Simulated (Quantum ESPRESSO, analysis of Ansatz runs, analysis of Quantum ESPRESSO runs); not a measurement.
## Reproducing a measured charge-transition level: substitutional N in diamond (Quantum ESPRESSO)

How near does this set-up come to the measured charge-transition level? Subject: substitutional N in diamond. Set-up: LDA, GBRV 1.5 LDA, 64-site cell, LDA lattice, k: the zone centre alone then 2x2x2 shifted, started with the impurity moved along one bond, dielectric constants 5.7 and 5.7 (handbook). The model is a cell of 64 host atoms with 1 C taken out and 1 N put in. The level is the Fermi energy at which two charge states have equal formation energy, after a correction for the images of the charge. A local or semilocal functional is the cheapest first rung.

What was measured. (+1/0) level below the conduction-band bottom: 1.7 eV (quoted in “Hunting the elusive shallow n-type donor – An ab initio study of Li and N co-doped diamond”, 2021, S. Conejeros et al., quoting earlier work (1969)). The runs below try to reproduce this.

Main program and level: Quantum ESPRESSO 7.5; Quantum ESPRESSO plane-wave DFT, LDA, GBRV 1.5 LDA potentials; relaxation of all atoms of a defect supercell.

This is a report of a sequence of runs, with most program output left out.

## 1. Set-up

The cell holds 64 atoms: 63 C and 1 N. Cell: a = 7.064 Å, b = 7.064 Å, c = 7.064 Å, α = 90.0°, β = 90.0°, γ = 90.0°. It derives from C (space group Fd-3m). Nearest the centre at fractional (0.375, 0.375, 0.375): N8 at 0.30 Å, C49 at 1.51 Å, C27 at 1.54 Å, C4 at 1.54 Å, C42 at 1.55 Å, C7 at 2.48 Å, C14 at 2.48 Å, C6 at 2.48 Å. The cell carries charge +1.

The host's primitive cell comes from a first run (Quantum ESPRESSO plane-wave DFT, LDA, GBRV 1.5 LDA potentials; relaxation of cell and atoms of a defect-free cell): vectors of 2.498, 2.498 and 2.498 Å. That is 5.51 Å³ an atom, 2.9 % under the diffraction cell's volume. The supercell is built on it.

## 2. Relaxation, charge +1

Every later number rests on the structure around the defect, so the atoms are relaxed at the host's lattice first.

The input, pw.in:

```
&CONTROL
  calculation = 'relax'
  prefix = 'pwscf'
  outdir = './tmp'
  pseudo_dir = './pseudo'
  tprnfor = .true.
  disk_io = 'low'
  nstep = 70
  forc_conv_thr = 0.00078
  etot_conv_thr = 0.0001
/
&SYSTEM
  ibrav = 0
  nat = 64
  ntyp = 2
  ecutwfc = 45
  ecutrho = 360
  nbnd = 132
  occupations = 'smearing'
  smearing = 'fd'
  degauss = 0.00073499
  tot_charge = 1
  nosym = .true.
/
&ELECTRONS
  conv_thr = 6d-08
  electron_maxstep = 100
  mixing_beta = 0.5
/
&IONS
  ion_dynamics = 'bfgs'
/
ATOMIC_SPECIES
C     12.0110 c_lda_v1.2.uspp.F.UPF
N     14.0070 n_lda_v1.2.uspp.F.UPF
CELL_PARAMETERS angstrom
   7.0641498481    0.0000000000    0.0000000000
   0.0000000000    7.0641498481    0.0000000000
   0.0000000000    0.0000000000    7.0641498481
ATOMIC_POSITIONS crystal
C      0.0024847394   -0.0006137650    0.2512103880
C      0.0004537419    0.2485277863    0.0023753698
C      0.2511077499   -0.0025808808   -0.0003572411
C      0.2502012502    0.2505328500    0.2472266905
C      0.1256627771    0.1271070937    0.3767710333
C      0.1251528874    0.3740273030    0.1276544609
C      0.3754498128    0.1260986111    0.1275702915
N      0.4002191533    0.3973552450    0.4012051948
[... 52 atom lines left out ...]
C      0.6259362743    0.6223653445    0.8745554130
C      0.6267610563    0.8748590005    0.6227876536
C      0.8733330768    0.6232422612    0.6235345997
C      0.8776613703    0.8748578253    0.8759552858
K_POINTS gamma
```

Started as:

```bash
> OMP_NUM_THREADS=1 mpirun -n 4 pw.x -in pw.in > pw.out
```

It took 46 s on 4 MPI ranks of Arm Neoverse V2, shared host; peak memory 0.43 GiB; 3.1 min of CPU time.

The steps of the relaxation:

```tsv
step	energy less that of the first step (eV)
0	0.0000
1	-1.6227
2	-1.9873
3	-2.0441
4	-2.0574
5	-2.0618
6	-2.0629
7	-2.0631
```

The atoms that moved most (Å):

```tsv
atom	dx	dy	dz	length
N8	-0.174	-0.156	-0.183	0.297
C49	0.007	0.024	-0.012	0.028
C38	0.006	-0.022	0.015	0.027
C50	0.023	0.011	0.007	0.027
C53	0.001	-0.016	0.022	0.027
C57	0.018	0.001	0.018	0.026
C36	0.025	-0.002	-0.005	0.026
C63	0.016	0.015	0.013	0.025
```

Neighbours of N8 at the end:

```tsv
atom	distance (Å)
C27	1.537
C49	1.538
C42	1.538
C4	1.538
C31	2.495
C53	2.495
C46	2.495
C21	2.495
C23	2.495
C14	2.495
C15	2.495
C7	2.495
C38	2.495
C37	2.495
C5	2.495
C6	2.495
```

First to last step the energy falls by 2.063 eV; the largest move, 0.30 Å, is that of N8. Judged within 0.08 Å, the space group went from R3m to P-43m.

## 3. Single point, charge +1

The relaxed structure is kept, and the final numbers are taken at the final level and k-points.

This step: Quantum ESPRESSO plane-wave DFT, LDA, GBRV 1.5 LDA potentials; single point of a defect supercell.

The input, pw.in:

```
&CONTROL
  calculation = 'scf'
  prefix = 'pwscf'
  outdir = './tmp'
  pseudo_dir = './pseudo'
  tprnfor = .true.
  disk_io = 'low'
/
&SYSTEM
  ibrav = 0
  nat = 64
  ntyp = 2
  ecutwfc = 45
  ecutrho = 360
  nbnd = 132
  occupations = 'smearing'
  smearing = 'fd'
  degauss = 0.00073499
  tot_charge = 1
  nosym = .true.
/
&ELECTRONS
  conv_thr = 6d-08
  electron_maxstep = 100
  mixing_beta = 0.5
/
ATOMIC_SPECIES
C     12.0110 c_lda_v1.2.uspp.F.UPF
N     14.0070 n_lda_v1.2.uspp.F.UPF
CELL_PARAMETERS angstrom
   7.0641498481    0.0000000000    0.0000000000
   0.0000000000    7.0641498481    0.0000000000
   0.0000000000    0.0000000000    7.0641498481
ATOMIC_POSITIONS crystal
C      0.0007231637    0.0003957960    0.2498875410
C      0.0007232422    0.2498413786    0.0004297382
[... 1 atom line left out ...]
C      0.2498684602    0.2495564561    0.2495802989
C      0.1258267879    0.1255103178    0.3762453125
C      0.1258254102    0.3762288762    0.1255299159
C      0.3765387718    0.1255073034    0.1255472541
N      0.3755617091    0.3752448801    0.3752658425
[... 5 atom lines left out ...]
C      0.1258598628    0.3742317981    0.6250168729
C      0.3745594460    0.1255245708    0.6249985203
[... 5 atom lines left out ...]
C      0.1258654542    0.6249803856    0.3742543346
[... 1 atom line left out ...]
C      0.3745675707    0.6249721877    0.1255477784
[... 3 atom lines left out ...]
C      0.2499208003    0.5009073484    0.5009332061
[... 14 atom lines left out ...]
C      0.5012340881    0.2495739738    0.5009294661
[... 6 atom lines left out ...]
C      0.5012392695    0.5009096868    0.2496090838
[... 14 atom lines left out ...]
C      0.8755049194    0.8752014507    0.8752093698
K_POINTS automatic
2 2 2 1 1 1
```

The input, pp_potential.in:

```
&INPUTPP
  prefix = 'pwscf'
  outdir = './tmp'
  filplot = 'potential.dat'
  plot_num = 11
/
&PLOT
  nfile = 1
  filepp(1) = 'potential.dat'
  iflag = 3
  output_format = 6
  fileout = 'potential.cube'
/
```

Started as:

```bash
> OMP_NUM_THREADS=1 mpirun -n 4 pw.x -nk 2 -in pw.in > pw.out
> OMP_NUM_THREADS=1 mpirun -n 4 pp.x -in pp_potential.in > pp_potential.out
```

It took 71 s on 4 MPI ranks; peak memory 0.96 GiB.

## 4. Relaxation, charge 0

The input, pw.in:

```
&CONTROL
  calculation = 'relax'
  prefix = 'pwscf'
  outdir = './tmp'
  pseudo_dir = './pseudo'
  tprnfor = .true.
  disk_io = 'low'
  nstep = 70
  forc_conv_thr = 0.00078
  etot_conv_thr = 0.0001
/
&SYSTEM
  ibrav = 0
  nat = 64
  ntyp = 2
  ecutwfc = 45
  ecutrho = 360
  nbnd = 133
  occupations = 'smearing'
  smearing = 'fd'
  degauss = 0.00073499
  nspin = 2
  starting_magnetization(1) = 0.125
  starting_magnetization(2) = 0.1
  tot_magnetization = 1
  nosym = .true.
/
&ELECTRONS
  conv_thr = 6d-08
  electron_maxstep = 100
  mixing_beta = 0.3
/
&IONS
  ion_dynamics = 'bfgs'
/
ATOMIC_SPECIES
C     12.0110 c_lda_v1.2.uspp.F.UPF
N     14.0070 n_lda_v1.2.uspp.F.UPF
CELL_PARAMETERS angstrom
   7.0641498481    0.0000000000    0.0000000000
   0.0000000000    7.0641498481    0.0000000000
   0.0000000000    0.0000000000    7.0641498481
ATOMIC_POSITIONS crystal
C      0.0024847394   -0.0006137650    0.2512103880
C      0.0004537419    0.2485277863    0.0023753698
[... 1 atom line left out ...]
C      0.2502012502    0.2505328500    0.2472266905
C      0.1256627771    0.1271070937    0.3767710333
C      0.1251528874    0.3740273030    0.1276544609
C      0.3754498128    0.1260986111    0.1275702915
N      0.4002191533    0.3973552450    0.4012051948
[... 5 atom lines left out ...]
C      0.1275322047    0.3738576403    0.6244535292
[... 6 atom lines left out ...]
C      0.1242839954    0.6225352131    0.3761949223
[... 1 atom line left out ...]
C      0.3759484935    0.6261731905    0.1273957589
[... 3 atom lines left out ...]
C      0.2513878876    0.5021196497    0.5012635386
[... 3 atom lines left out ...]
C      0.3749548655    0.6255949126    0.6222323804
[... 10 atom lines left out ...]
C      0.5010099899    0.2483767804    0.5020882421
[... 6 atom lines left out ...]
C      0.5002053631    0.4974752790    0.2512646289
[... 14 atom lines left out ...]
C      0.8776613703    0.8748578253    0.8759552858
K_POINTS gamma
```

Started as:

```bash
> OMP_NUM_THREADS=1 mpirun -n 4 pw.x -in pw.in > pw.out
```

Run time: 99 s. Hardware: 4 MPI ranks; peak memory 0.84 GiB; 6.6 min of CPU time.

Step by step:

```tsv
step	energy less that of the first step (eV)
0	0.0000
1	-0.9738
2	-1.2202
3	-1.3101
4	-1.3328
5	-1.3405
6	-1.3419
7	-1.3422
```

The atoms that moved most (Å):

```tsv
atom	dx	dy	dz	length
C4	-0.129	-0.133	-0.110	0.215
N8	-0.057	-0.039	-0.066	0.096
C42	0.013	0.055	0.004	0.057
C49	0.019	0.036	0.035	0.054
C5	-0.016	-0.029	-0.034	0.048
C7	-0.023	-0.022	-0.032	0.045
C31	0.013	0.014	0.038	0.042
C2	-0.018	0.007	-0.034	0.039
```

Neighbours of N8 at the end:

```tsv
atom	distance (Å)
C49	1.464
C27	1.464
C42	1.464
C4	1.959
C53	2.358
C46	2.358
C31	2.358
C15	2.486
C23	2.486
C21	2.486
C14	2.486
C37	2.486
C38	2.486
```

Numbers from this step:

```
total moment                          : 1.000 μB
integral of the absolute spin density : 1.088 μB
```

From the first step to the last the energy fell by 1.342 eV, and the largest move was 0.22 Å (C4).

## 5. Single point, charge 0

This step: Quantum ESPRESSO plane-wave DFT, LDA, GBRV 1.5 LDA potentials; single point of a defect supercell.

The input, pw.in:

```
&CONTROL
  calculation = 'scf'
  prefix = 'pwscf'
  outdir = './tmp'
  pseudo_dir = './pseudo'
  tprnfor = .true.
  disk_io = 'low'
/
&SYSTEM
  ibrav = 0
  nat = 64
  ntyp = 2
  ecutwfc = 45
  ecutrho = 360
  nbnd = 133
  occupations = 'smearing'
  smearing = 'fd'
  degauss = 0.00073499
  nspin = 2
  starting_magnetization(1) = 0.125
  starting_magnetization(2) = 0.1
  tot_magnetization = 1
  nosym = .true.
/
&ELECTRONS
  conv_thr = 6d-08
  electron_maxstep = 100
  mixing_beta = 0.3
/
ATOMIC_SPECIES
C     12.0110 c_lda_v1.2.uspp.F.UPF
N     14.0070 n_lda_v1.2.uspp.F.UPF
CELL_PARAMETERS angstrom
   7.0641498481    0.0000000000    0.0000000000
   0.0000000000    7.0641498481    0.0000000000
   0.0000000000    0.0000000000    7.0641498481
ATOMIC_POSITIONS crystal
C     -0.0020921770   -0.0024341363    0.2495841806
C     -0.0021164609    0.2495513951   -0.0024088402
[... 1 atom line left out ...]
C      0.2319892629    0.2317123648    0.2316927063
[... 1 atom line left out ...]
C      0.1233213580    0.3719038038    0.1230215262
[... 1 atom line left out ...]
N      0.3920984539    0.3917645851    0.3917938202
[... 5 atom lines left out ...]
C      0.1279586591    0.3742876786    0.6237471126
C      0.3746181733    0.1276476178    0.6237264412
[... 5 atom lines left out ...]
C      0.1279646010    0.6237195118    0.3743044917
[... 1 atom line left out ...]
C      0.3746163018    0.6237056398    0.1276559429
[... 3 atom lines left out ...]
C      0.2565543383    0.5025831022    0.5026104386
[... 9 atom lines left out ...]
C      0.6240514774    0.1276195711    0.3743456177
C      0.6240598248    0.3742680982    0.1276577820
[... 3 atom lines left out ...]
C      0.5029120282    0.2562104803    0.5026067487
[... 6 atom lines left out ...]
C      0.5029092780    0.5025684199    0.2562393187
[... 14 atom lines left out ...]
C      0.8753556741    0.8750389821    0.8750470713
K_POINTS automatic
2 2 2 1 1 1
```

pp_potential.in is that of step 3.

Started as:

```bash
> OMP_NUM_THREADS=1 mpirun -n 4 pw.x -nk 2 -in pw.in > pw.out
> OMP_NUM_THREADS=1 mpirun -n 4 pp.x -in pp_potential.in > pp_potential.out
```

Wall time 2.7 min (4 MPI ranks); peak memory 1.3 GiB; 11 min of CPU time.

Read from the output:

```
total moment                          : 1.0000 μB
integral of the absolute spin density : 1.081 μB
```

## 6. Charge-transition levels

Analysis of the runs above: levels from Quantum ESPRESSO plane-wave DFT, LDA, GBRV 1.5 LDA potentials energies with an image-charge correction aligned at atomic sites (own code after Kumagai and Oba).

It gives:

| Quantity | Value |
| --- | --- |
| gap | 4.181 eV |

## 7. What came out

```
static dielectric constant used                   : 5.7
band gap of the host                              : 4.18 eV
(plus 1/0) level below the conduction-band bottom : 1.15 eV
```

**Reading.** (+1/0) level below the conduction-band bottom: computed 1.15 eV, measured 1.7 eV; 0.55 eV shallower than the measurement. The level is counted in a gap of 4.18 eV, and the correction is screened by a dielectric constant of 5.7 from a handbook. Levels hang on the band edges, which semilocal functionals place too close together. Limits: the periodic copies of the defect are only 7.1 Å apart.

[Logs are printed without paths, hosts, clocks, repeated set-up lines and the standing remarks that a program may print on its own settings, such as how far it seeks lower states.]

[Hosts, paths, dates, database ids (printed as entryN), source tags and the programs' standing remarks are cut or masked in the printed files.]

[For some hosts the program warned that the k-mesh of the response run may be too coarse for force constants and the static dielectric constant; such warnings are not shown here.]
